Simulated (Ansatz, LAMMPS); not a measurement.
# Amorphous poly(vinyl chloride) (as short chains C26Cl12H42), from a frame at 400 K (160 atoms): geometry optimisation, part 3 of 3

Wanted: the relaxed structure of amorphous poly(vinyl chloride) (as short chains C26Cl12H42), from a frame at 400 K (160 atoms) and its electronic structure.

Ansatz 0.2.0; Kohn-Sham DFT, PBE+D4, PAW (set soft_2), plane waves.

The cell: 52 C, 24 Cl and 84 H. The network of contacts between molecules at the start is that of the classical potential that made the cell. The density was typed from a rule of thumb and may lie off the real one at this temperature. The Brillouin zone is sampled at Γ only, in a cell whose shortest periodic width is 13 Å.

So far. Step 4 (Relaxation): The relaxation changed the energy by -60.2 meV/atom, and atoms moved by 1.1 Å r.m.s., 2.9 Å at most.

## 6. Single point at the relaxed geometry

One more single point at the end of the walk gives the fuller output and checks the residual forces.

Input file input.yaml:

```yaml
crystal:
  lattice:
    - [12.54858, 0.0, 0.0]
    - [0.0, 12.54858, 0.0]
    - [0.0, 0.0, 12.54858]
  atoms:
    - { symbol: C, position: [0.54417, 0.98711, 0.70686] }
    - { symbol: C, position: [0.52281, 0.05003, 0.60531] }
    - { symbol: C, position: [0.44564, 0.14198, 0.62106] }
    - { symbol: Cl, position: [0.50728, 0.24198, 0.70799] }
    - { symbol: C, position: [0.40988, 0.19434, 0.51777] }
    - { symbol: C, position: [0.32558, 0.28063, 0.53036] }
    - { symbol: Cl, position: [0.20598, 0.22359, 0.59071] }
    - { symbol: C, position: [0.29163, 0.33504, 0.42696] }
    - { symbol: C, position: [0.38194, 0.38805, 0.36503] }
    - { symbol: Cl, position: [0.46396, 0.46787, 0.45536] }
    - { symbol: C, position: [0.34635, 0.46301, 0.27573] }
    - { symbol: C, position: [0.30359, 0.41375, 0.17314] }
    - { symbol: Cl, position: [0.16775, 0.36377, 0.1902] }
    - { symbol: C, position: [0.37275, 0.32542, 0.12751] }
    - { symbol: C, position: [0.33849, 0.28572, 0.01819] }
    - { symbol: Cl, position: [0.35312, 0.3913, 0.9205] }
    - { symbol: C, position: [0.4002, 0.18772, 0.98056] }
    - { symbol: C, position: [0.38495, 0.09209, 0.05458] }
    - { symbol: Cl, position: [0.46437, 0.98211, 0.0029] }
    - { symbol: C, position: [0.26958, 0.05608, 0.06451] }
    - { symbol: C, position: [0.25242, 0.96438, 0.14196] }
    - { symbol: Cl, position: [0.27667, 0.01164, 0.2776] }
    - { symbol: C, position: [0.1447, 0.90755, 0.13116] }
    - { symbol: C, position: [0.05167, 0.94621, 0.19938] }
    - { symbol: Cl, position: [0.93799, 0.8637, 0.15856] }
    - { symbol: C, position: [0.02353, 0.06422, 0.19801] }
    - { symbol: C, position: [0.93925, 0.09204, 0.2824] }
    - { symbol: Cl, position: [0.97001, 0.21963, 0.34358] }
    - { symbol: C, position: [0.82328, 0.09062, 0.24642] }
    - { symbol: C, position: [0.78842, 0.17377, 0.16335] }
    - { symbol: Cl, position: [0.69862, 0.27068, 0.2246] }
    - { symbol: C, position: [0.72964, 0.12434, 0.06831] }
    [... 122 atom lines left out ...]
    - { symbol: H, position: [0.8207, 0.43363, 0.76885] }
    - { symbol: H, position: [0.80924, 0.56933, 0.73653] }
    - { symbol: H, position: [0.61431, 0.43199, 0.69807] }
    - { symbol: H, position: [0.75544, 0.32232, 0.61769] }
    - { symbol: H, position: [0.81108, 0.43508, 0.55162] }
    - { symbol: H, position: [0.68153, 0.38781, 0.51659] }
kpoints:
  mp_grid: { grid: [1, 1, 1] }
hamiltonian:
  xc: pbe
  dispersion: d4
scf:
  occupations: { method: fixed }
output:
  forces: true
  stress: true
  populations: intrinsic
  dos:
    method: { smearing: { sigma: 0.1 } }
    de: 0.1
    projected: { site_lists: { C: [C], Cl: [Cl], H: [H] } }
  eigenvalues: true
  write_density: true
  write_potential: true
  volumetric_format: npy
  elf: true
```

Started as:

```console
$ ansatz run input.yaml --threads 4 --pin off --max-ram 8192MiB --backend cpu --events-out ev --progress --plain --runs-dir out
```

Numbers of over 12 decimals in the logs are rounded to 6 here.

The program printed:

```text
[...]
Crystal: 160 atoms, lattice volume = 1975.985 Å³
Basis set: ecut = 420 eV, 38497 PW (Γ), exchange–correlation on 180×180×180 points (8 copies of the dense FFT grid, shifted against one another)
Bands: 390, of which v1, the nominal top of the filled ones, is band 230 counted from 1 (229 counted from 0)
Symmetry: 1 space group operations
[...]
k-points: 1
[...]
SCF iter   1: F=—  HF=-40330.928372 eV  |F-HF|=—  |Δ(HF+E_count)|=         —  Δρ=3.29e-3  dr2=4.01e-1  ethr=1.77e-3  ⟨swp⟩=5.0  Hψ=1325  notcnv=0  defer=156
[...]
SCF iter   9: F=-40330.851454 eV  HF=-40330.851454 eV  |F-HF|=6.07e-9  |Δ(HF+E_count)|=   4.59e-9  Δρ=7.79e-7  dr2=1.62e-8  ethr=2.17e-11  ⟨swp⟩=25.0  Hψ=3721  notcnv=0
SCF 1 converged in 9 iterations: F = -40330.851454 eV  dr2 = 1.62e-8
[...]
WARN: The input density's exchange-correlation potential varies sharply where the density is thin. Do not read a vacuum level from v_tot or v_xc, or from such a field of the output density. On a cell that repeats whose density bears no net charge and no dipole along the vacuum's axis use v_es (v_loc + v_h of the components); [...]
SCF converged after 9 iterations
Free energy (F): -40330.851454 eV
[...]
Internal energy: -40330.851454 eV  (E = F + TS)
E sigma→0 (E₀):  -40330.851454 eV
Fermi energy:    -0.712670 eV
[...]
--- Forces (eV/Å), atoms counted from 1 ---
  atom   1  C     -0.01020886     0.00591691    -0.01222237
  atom   2  C     -0.01233340     0.00537309     0.01280719
  atom   3  C      0.04297365     0.03673354     0.02722309
  atom   4  Cl    -0.00798312    -0.01526226    -0.01436763
  atom   5  C     -0.02035852     0.01655082    -0.01032058
  atom   6  C     -0.04231633    -0.03906766     0.03116812
  atom   7  Cl     0.03187168     0.01472848    -0.01820160
  atom   8  C      0.01634255     0.01465053    -0.01374555
  atom   9  C      0.00305588     0.00172844     0.02204279
  atom  10  Cl    -0.00350775    -0.00402731    -0.00699885
  atom  11  C     -0.00026793    -0.00014296    -0.00698524
  atom  12  C     -0.00301394    -0.00004442     0.00370525
  atom  13  Cl     0.00053173     0.00025102    -0.00110786
  atom  14  C      0.00564505    -0.00372251     0.00237566
[...]
atom 159  H     -0.00104231    -0.00089236    -0.00046094
  atom 160  H      0.00206659     0.00053193    -0.00062317
  max |Σ_I F_I| component: 1.44e-4 eV/Å
--- Stress (GPa, compression-positive) ---
        0.127490       0.048939      -0.018704
        0.048939       0.087597      -0.015025
       -0.018704      -0.015025       0.025536
  P = ⅓ Tr σ = 0.0802 GPa (0.802 kbar)
--- Band table (eV) ---
[...]
--- intrinsic populations: 160 sites ---
  site symbol       q [e]
     0      C      4.5272
     1      C      4.3114
     2      C      4.0846
[...]
159      H      0.8025
  spilling = 0.000000 (of n_electrons = 460.000000)
```

Elapsed: 25 s, on 4 threads of Intel Xeon Platinum 8259CL at 2.50GHz (Skylake/Cascade Lake), shared host; peak memory 2.5 GiB; 94 s of CPU time.

The program notes that the exchange-correlation potential is rough where the density is thin.

The run gave:

- free energy: -40330.8515 eV
- free energy per atom: -252.0678 eV/atom
- SCF cycles: 9
- pressure: 0.08021 GPa
- r.m.s. force component: 0.00601 eV/Å
- longest force: 0.06549 eV/Å
- Fermi energy: -0.7127 eV
- gap (highest filled to lowest empty level): 5.05 eV

Intrinsic-atomic-orbital charges by element:

| element | coordination | atoms | mean charge (e) | spread | least | most |
| --- | --- | --- | --- | --- | --- | --- |
| C | all | 52 | -0.235 | 0.143 | -0.530 | -0.0767 |
| Cl | all | 24 | -0.135 | 0.0097 | -0.159 | -0.118 |
| H | all | 84 | 0.184 | 0.0094 | 0.153 | 0.205 |

States in the cell by windows of 1 eV, zero at the Fermi level; the larger projections on atomic orbitals stand beside the total:

| from (eV) | to (eV) | total | C p | Cl p | H s | C s | Cl s |
| --- | --- | --- | --- | --- | --- | --- | --- |
| -14 | -13 | 4.4 | 0.7 | 0.0 | 0.3 | 1.0 | 2.4 |
| -13 | -12 | 31.0 | 5.3 | 0.1 | 3.0 | 9.8 | 12.5 |
| -12 | -11 | 14.8 | 3.6 | 0.1 | 2.6 | 6.8 | 1.5 |
| -11 | -10 | 2.4 | 0.7 | 0.0 | 0.5 | 1.1 | 0.1 |
| -10 | -9 | 14.5 | 4.0 | 0.7 | 2.5 | 5.5 | 1.6 |
| -9 | -8 | 18.1 | 6.0 | 1.0 | 4.4 | 5.2 | 1.1 |
| -8 | -7 | 18.7 | 6.6 | 1.3 | 4.9 | 4.4 | 1.1 |
| -7 | -6 | 9.3 | 6.2 | 1.0 | 1.5 | 0.1 | 0.3 |
| -6 | -5 | 37.9 | 24.7 | 5.5 | 5.3 | 0.5 | 1.2 |
| -5 | -4 | 36.2 | 22.9 | 6.0 | 5.6 | 0.6 | 0.6 |
| -4 | -3 | 45.1 | 26.5 | 8.5 | 8.8 | 0.6 | 0.3 |
| -3 | -2 | 65.6 | 33.0 | 16.4 | 15.1 | 0.4 | 0.2 |
| -2 | -1 | 33.4 | 10.2 | 16.9 | 5.7 | 0.3 | 0.0 |
| -1 | 0 | 80.0 | 9.2 | 66.1 | 3.6 | 0.5 | 0.0 |
| 0 | 1 | 0.6 | 0.1 | 0.5 | 0.0 | 0.0 | 0.0 |
| 1 | 4 | 0.0 | 0.0 | 0.0 | 0.0 | 0.0 | 0.0 |
| 4 | 5 | 1.0 | 0.3 | 0.3 | 0.1 | 0.1 | 0.0 |

With fixed occupations the program's Fermi level is the highest filled level; weight inside the gap is the broadening of levels at its edges.

Between -17 and -14 eV lie 48 more states.

The levels nearest the highest filled one (over half full), pooled over k-points and spins:

| level less the highest filled one (eV) | occupation |
| --- | --- |
| -0.240 | 2 |
| -0.194 | 2 |
| -0.157 | 2 |
| -0.111 | 2 |
| -0.0916 | 2 |
| 0 | 2 |
| 5.05 | 0 |
| 5.22 | 0 |
| 5.26 | 0 |
| 5.28 | 0 |
| 5.35 | 0 |
| 5.40 | 0 |

Electrostatic potential energy in the ab plane at fractional z = 0.145, with atoms of C and Cl and H within 0.2 Å of it. With pseudopotentials it is smooth inside the atoms' cores, unlike the true potential.

Ten even steps from '0' (-43 eV) to '9' (6 eV), each cell a mean:
```
87787774002899999999999999999999999
77661035224589999999999999999998667
78861027886489999999983489999983001
79987258999999999999984589999972001
99998359999999999999887899999997557
99999999999999999887557899999999999
99999999999999998333003899999999999
99999999999999998665115899999999999
99999999999999999998888999999868999
99999999999999999999988999999615789
89999999999999999999999999999851147
99999999998999999999999999999940038
99999999985789999999999999999986689
99999888850168999999999999999999999
99997335762257887999999999999999999
99996225888610354899999999999999999
99999878999610389999999999999999999
99999999999876899999999988899879999
99999999999999999999999998755317999
99999999999999999999999998300479999
89999999999998679999999998523799999
57899999999998348999999999888999997
66899999888999899999999999999999998
88899997547899999999999999999999999
```
Columns run along a (12.5 Å; values clipped at the 3rd and 97th percentile), rows up along b (12.5 Å). Atoms in or near the plane, at fractional coordinates: C at (0.25, 0.96), C at (0.14, 0.91), Cl at (0.94, 0.86), H at (0.42, 0.11), H at (0.32, 0.90), H at (0.16, 0.82), H at (0.86, 0.22), C at (0.91, 0.53), C at (0.59, 0.71), H at (0.86, 0.60), H at (0.65, 0.87), H at (0.50, 0.71).

Valence density in the ab plane at fractional z = 0.145, with atoms of C and Cl and H within 0.2 Å of it. It is the smooth field of the valence electrons, not physical close to the nuclei.

Ten even steps from '0' (0.0 e/Å³) to '9' (1.9 e/Å³), each cell a mean:
```
23333347996200000000000000000000001
33468887789510000000000000000013443
42248973224410000000025410000027878
31015962000000000000136510000026668
10002531000000000000133210000013564
00000000000000000123454100000000010
00000000000000001589996200000000000
00000000000000000346764100000000000
00000000000000000001232100000121000
00000000000000000000122100000386321
20000000000000000000111100000269864
10000000011100000000000000000158863
00000000137520000000000000000124321
00001222259841000000000000000000000
00014775346864322000000000000000000
00014885223698764100000000000000000
00001332101389731000000121100000000
00000000000145310000001122111210000
00000000000011000000000112346872000
00000000000000000000000012699731000
11000000000001220000000013575310001
75210000110012541000000111221100014
65210000121001110000000110000000013
22210012553100000000000000000000001
```
Columns run along a (12.5 Å), rows up along b (12.5 Å). Atoms in or near the plane, at fractional coordinates: C at (0.25, 0.96), C at (0.14, 0.91), Cl at (0.94, 0.86), H at (0.42, 0.11), H at (0.32, 0.90), H at (0.16, 0.82), H at (0.86, 0.22), C at (0.91, 0.53), C at (0.59, 0.71), H at (0.86, 0.60), H at (0.65, 0.87), H at (0.50, 0.71).

Mean intrinsic-atomic-orbital charges: C -0.23, Cl -0.14, H +0.18 e. The largest share in the top eV of filled states is Cl p (83 % of the projected weight), and in the lowest eV of empty states C p (39 % of the projected weight).

The surroundings of Cl22, picked at random, nearest first, numbered as they follow in the input and with coordinates relative to it.

| atom | x | y | z | distance (Å) | bonds | intrinsic-atomic-orbital charge (e) |
| --- | --- | --- | --- | --- | --- | --- |
| Cl22 | 0.00 | 0.00 | 0.00 | 0.00 | 1 | -0.13 |
| C21 | -0.30 | -0.59 | -1.70 | 1.83 | 4 | -0.10 |
| H62 | 0.48 | -1.34 | -1.86 | 2.34 | 1 | 0.19 |
| H66 | -2.25 | 1.19 | -0.74 | 2.65 | 1 | 0.20 |
| C20 | -0.09 | 0.56 | -2.67 | 2.73 | 4 | -0.33 |
| C23 | -1.66 | -1.31 | -1.84 | 2.80 | 4 | -0.34 |
| H59 | 1.79 | 1.19 | -1.81 | 2.81 | 1 | 0.19 |
| H60 | -0.71 | 1.41 | -2.37 | 2.85 | 1 | 0.18 |
| H65 | -2.65 | -1.13 | 0.06 | 2.88 | 1 | 0.19 |
| H142 | 1.49 | -1.52 | 1.97 | 2.90 | 1 | 0.18 |

The column of bonds counts only the pairs H-C within 1.34 Å, C-C within 1.85 Å, C-Cl within 2.17 Å; other neighbours, such as metal atoms beside each other in a compound, aren't counted, and periodic images can show an atom twice.

## 7. Another try, on a changed input

A doubtful change is made on purpose, to see how the program answers.

input.yaml, the sections that differ from step 6:

```yaml
crystal:
  lattice:
    - [12.54858, 0.0, 0.0]
    - [0.0, 12.54858, 0.0]
    - [0.0, 0.0, 12.54858]
  atomss:
    [... the 160 atom lines of step 3 ...]
scf:
  occupations: { method: fixed }
  max_iter: 75
output:
  forces: true
# kpoints, hamiltonian: as in step 6
```

The program printed:

```text
Error: YAML parse error: error: line 6 column 3: unknown field `atomss`, expected one of checkpoint, saddle_side, structure_sha256, lattice, periodic, space_group, setting, atoms, reduce_to_primitive, conventional_axes, supercell, defects, symmetry, host
 --> <input>:6:3
  |
4 |     - [0.0, 12.54858, 0.0]
5 |     - [0.0, 0.0, 12.54858]
6 |   atomss:
  |   ^ unknown field `atomss`, expected one of checkpoint, saddle_side, structure_sha256, lattice, periodic, space_group, setting, atoms, reduce_to_primitive, conventional_axes, supercell, defects, symmetry, host
7 |     - { symbol: C, position: [0.60071, 0.12707, 0.65046] }
8 |     - { symbol: C, position: [0.54896, 0.15409, 0.54258] }
  |
```

It took 0.03 s on 4 threads; peak memory 0.026 GiB.

The input was rejected at the start.

The program's message: “Error: YAML parse error: error: line 6 column 3: unknown field `atomss`, expected one of checkpoint, saddle_side, structure_sha256, lattice, periodic, space_group, setting, atoms, reduce_to_primitive, …”

The fault in the input: a misspelt key (crystal.atoms = "atomss"). The fix is to spell the key as the program knows it.

## 8. Summary of results

- energy change in the relaxation: -60.23 meV/atom
- r.m.s. displacement: 1.109 Å
- largest displacement: 2.85 Å
- free energy per atom: -252.0678 eV/atom
- pressure: 0.08021 GPa
- r.m.s. force component: 0.00601 eV/Å
- gap (highest filled to lowest empty level): 5.05 eV
- wall time of the 3 DFT runs: 9.6 min

Relaxation lowers the energy by 60.2 meV/atom and moves atoms by 1.1 Å r.m.s.; the r.m.s. force component goes from 1.0 to 0.0060 eV/Å, the pressure goes from 2.6 to 0.080 GPa, and the gap from 4.79 to 5.05 eV. By the final cutoffs no bond was broken or made. From the first step to the last the energy fell by 9.636 eV, and the largest move was 2.85 Å (H80). The C-Cl bonds change most in mean length: from 1.776 Å (spread 0.039) to 1.827 Å (spread 0.006). Counting bonds as in the table, all C atoms have 4, all Cl atoms have 1 and all H atoms have 1 bonded neighbour. The highest filled and lowest empty levels differ by 5.05 eV (at Γ alone); a semilocal functional tends to put such gaps too low. In a disordered cell it changes from sample to sample, and tail or defect levels can set it.

Caveats: The network of contacts between molecules at the start is that of the classical potential that made the cell; in DFT atoms moved by 1.1 Å r.m.s.

[Logs are printed without paths, hosts, clocks, repeated set-up lines and the standing remarks that a program may print on its own settings, such as how far it seeks lower states.]

[Hosts, paths, dates, database ids (printed as entryN), source tags and the programs' standing remarks are cut or masked in the printed files.]
